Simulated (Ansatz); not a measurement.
# Ti (P6_3/mmc, 2 atoms in the cell): modes against biaxial strain in the (0001) plane, that of a and b, part 3 of 3

Wanted: the shifts of the zone-centre modes of Ti (P6_3/mmc, 2 atoms in the cell) with strain.

Ansatz 0.2.0; DFT PBEsol, scalar-relativistic, plane waves, PAW; PAW set soft_1.

So far, highest optical mode at the zone centre (no LO-TO term) (cm⁻¹): step 4 (zone-centre response at rest) 192; step 6 (strain 4 %) 228.

## (8) Modes of this member: biaxial strain of -4 % in the (0001) plane, that of a and b

The zone-centre modes follow for biaxial strain of -4 % in the (0001) plane, that of a and b.

input.yaml reads:

```yaml
crystal:
  lattice:
    - [2.7844242857, 0.0, 0.0]
    - [-1.3922121429, 2.4113821664, 0.0]
    - [0.0, 0.0, 4.7592033066]
  atoms:
    - { symbol: Ti, position: [0.3333333333, 0.6666666667, 0.25] }
    - { symbol: Ti, position: [0.6666666667, 0.3333333333, 0.75] }
kpoints:
  mp_grid: { grid: [18, 18, 12] }
hamiltonian:
  xc: pbesol
  pseudopotentials: { kind: paw, azcp: { folder: soft_1 }, xc_functional: pbe }
scf:
  occupations: { method: methfessel_paxton, width: 0.2 }
output:
  eigenvalues: true
phonons:
  method: dfpt
```

Run with:

```sh
$ ansatz run input.yaml --threads 4 --pin off --max-ram 10240MiB --backend cpu --events-out ev --progress --plain --runs-dir out
```

Numbers of over 12 decimals in the logs are rounded to 6 here.

The log of the run:

```text
[...]
Crystal: 2 atoms, lattice volume = 31.955 Å³
Basis set: ecut = 420 eV, 615 PW (Γ), exchange–correlation on 40×40×64 points (8 copies of the dense FFT grid, shifted against one another)
Bands: 16, of which v1, the nominal top of the filled ones, is band 12 counted from 1 (11 counted from 0)
Symmetry: 24 space group operations
k-points: 637 of 3888 (irreducible under 4 space group operations, time reversal used)
[...]
k-point 2: bands = [... 8 lower, 8.3860, 11.4316, 14.5393, 14.8334, 15.3858, 15.3858, 15.7733, 15.7733, ... 4 higher]
  k-point 636: bands = [... 8 lower, 12.3894, 12.3894, 13.8799, 13.8799, 14.4983, 14.4983, 16.2165, 16.2165, ... 4 higher]
[...]
ASR residual: 3.731e-5 → 0.000e0 eV/Å²; symmetrization residual: 2.976e-10 eV/Å²
  ASR residual per site (eV/Å²): 3.73e-5 3.73e-5
  Γ frequencies (cm⁻¹): 0.00 0.00 0.00 109.53 109.53 226.95
[...]
[key lines of the parts left out:]
SCF converged after 8 iterations
Free energy (F): -4947.727556 eV
Fermi energy:    14.494084 eV
```

Run time: 20 s. Hardware: 4 threads of Arm Neoverse V2, shared host; peak memory 1.4 GiB.

Numbers from this step:

```yaml
sum_rule_residual_before_enforcement: 3.73e-5 eV/Å²
highest_optical_mode_at_the_zone_centre_no_lo_to_term: 226.9 cm⁻¹
lowest_optical_zone_centre_mode: 109.5 cm⁻¹
```

Patterns of degenerate modes are one choice out of their space. Modes at Γ:

```
mode  frequency (cm⁻¹)  symmetry
   1               0.0  acoustic
   2               0.0  acoustic
   3               0.0  acoustic
   4             109.5       E2g
   5             109.5       E2g
   6             226.9       B1g
```

Displacements in mode 4 (109.5 cm⁻¹), the largest set to 1:
```
Ti1  1.00  0.00  0.00
Ti2 -1.00  0.00  0.00
```

Displacements in mode 6 (226.9 cm⁻¹), the largest set to 1:
```
Ti1  0.00  0.00  1.00
Ti2  0.00  0.00 -1.00
```

The lowest optical mode is real, 110 cm⁻¹, and the highest lies at 226.9 cm⁻¹.

Between step 4 and this run (strain -4 %) the value for the highest optical mode at the zone centre (no LO-TO term) moves from 192 cm⁻¹ to 227 cm⁻¹ (+18 %).

## (9) All members side by side

The members are set side by side, also those not shown above.

Stress is positive in compression; energies are extrapolated to zero smearing, and E0 is that at rest; the edges not held and the atoms are relaxed in each cell; all runs use 18×18×12 k points and Methfessel-Paxton smearing of 0.2 eV. State of the crystal along the series:

```
strain (%)  in-plane stress (GPa)  free strain along c (%)  E - E0 (meV/atom)
        -4                  8.556                    3.715              35.67
        -3                  6.441                    2.674              20.09
        -2                  4.285                     1.71              8.912
        -1                   2.12                   0.8229              2.204
         0              -0.006118                        0                  0
         1                 -2.028                  -0.8019              2.142
         2                 -3.934                    -1.58              8.385
         3                 -5.688                   -2.362               18.5
         4                  -7.25                   -3.174              32.18
```

Optical modes are counted from below at rest and tracked from member to member by their patterns, and modes that stay within 0.3 cm⁻¹ of each other stand once; labels, where given, are those at rest; the edges not held and the atoms are relaxed in each cell; all runs use 18×18×12 k points and Methfessel-Paxton smearing of 0.2 eV. Optical modes along the series:

```
strain (%)  optical mode 1 E2g (cm⁻¹)  optical mode 2 B1g (cm⁻¹)
        -4                      109.5                      226.9
        -3                      114.8                      214.5
        -2                      119.6                      201.6
        -1                        124                      193.1
         0                      127.8                      192.1
         1                      130.8                      198.5
         2                      133.5                      208.3
         3                      135.8                      218.8
         4                      138.1                      228.5
```

Value and slope at zero strain of a cubic (a lower polynomial where under five rows exist) through the rows within 2 % of rest. Slopes at rest:

```
              mode  frequency (cm⁻¹)  shift per percent of strain (cm⁻¹)  shift per GPa of compressive stress (cm⁻¹)
optical mode 1 E2g             127.7                                3.41                                       -1.64
optical mode 2 B1g             192.4                                3.07                                       -1.48
```

## (10) Summary of results

| Quantity | Value |
| --- | --- |
| members | 9 |
| highest optical mode at the zone centre (no LO-TO term), at rest | 192.1 cm⁻¹ |
| biaxial modulus in the (0001) plane, that of a and b | 208 GPa |
| optical mode 1 E2g, shift per percent | 3.41 cm⁻¹ |
| optical mode 2 B1g, shift per percent | 3.07 cm⁻¹ |

**Reading.** The stress changes by 2.08 GPa for each percent, a biaxial modulus of 208 GPa in the (0001) plane, that of a and b. For each percent the free edge responds with -0.81 %. Within 2 % of rest optical mode 2 B1g bends away from a straight line, so a single slope holds only near rest. The fastest shift in the table of slopes is 3.4 cm⁻¹ for each percent (optical mode 1 E2g), or -1.6 cm⁻¹ for each GPa of compressive stress. For small strain, the measured shift of a line that Raman or infrared light can see, divided by its slope, estimates the stress, if the state of stress is of this kind. These are harmonic frequencies at zero temperature: anharmonic shifts, linewidths and thermal expansion are left out. With no gap, or one that is small against the smearing, the frequencies hang on the k mesh and the smearing, most of all near Kohn anomalies. The PAW files were made for PBE; the program adapts parts of them to the functional of the run, but their partial waves stay those of PBE, an approximation that was not tested in this session. Only the zone centre was solved, so an instability at another wavevector cannot show here.

[Logs are printed without paths, hosts, clocks, repeated set-up lines and the standing remarks that a program may print on its own settings, such as how far it seeks lower states.]

[Hosts, paths, dates, database ids (printed as entryN), source tags and the programs' standing remarks are cut or masked in the printed files.]
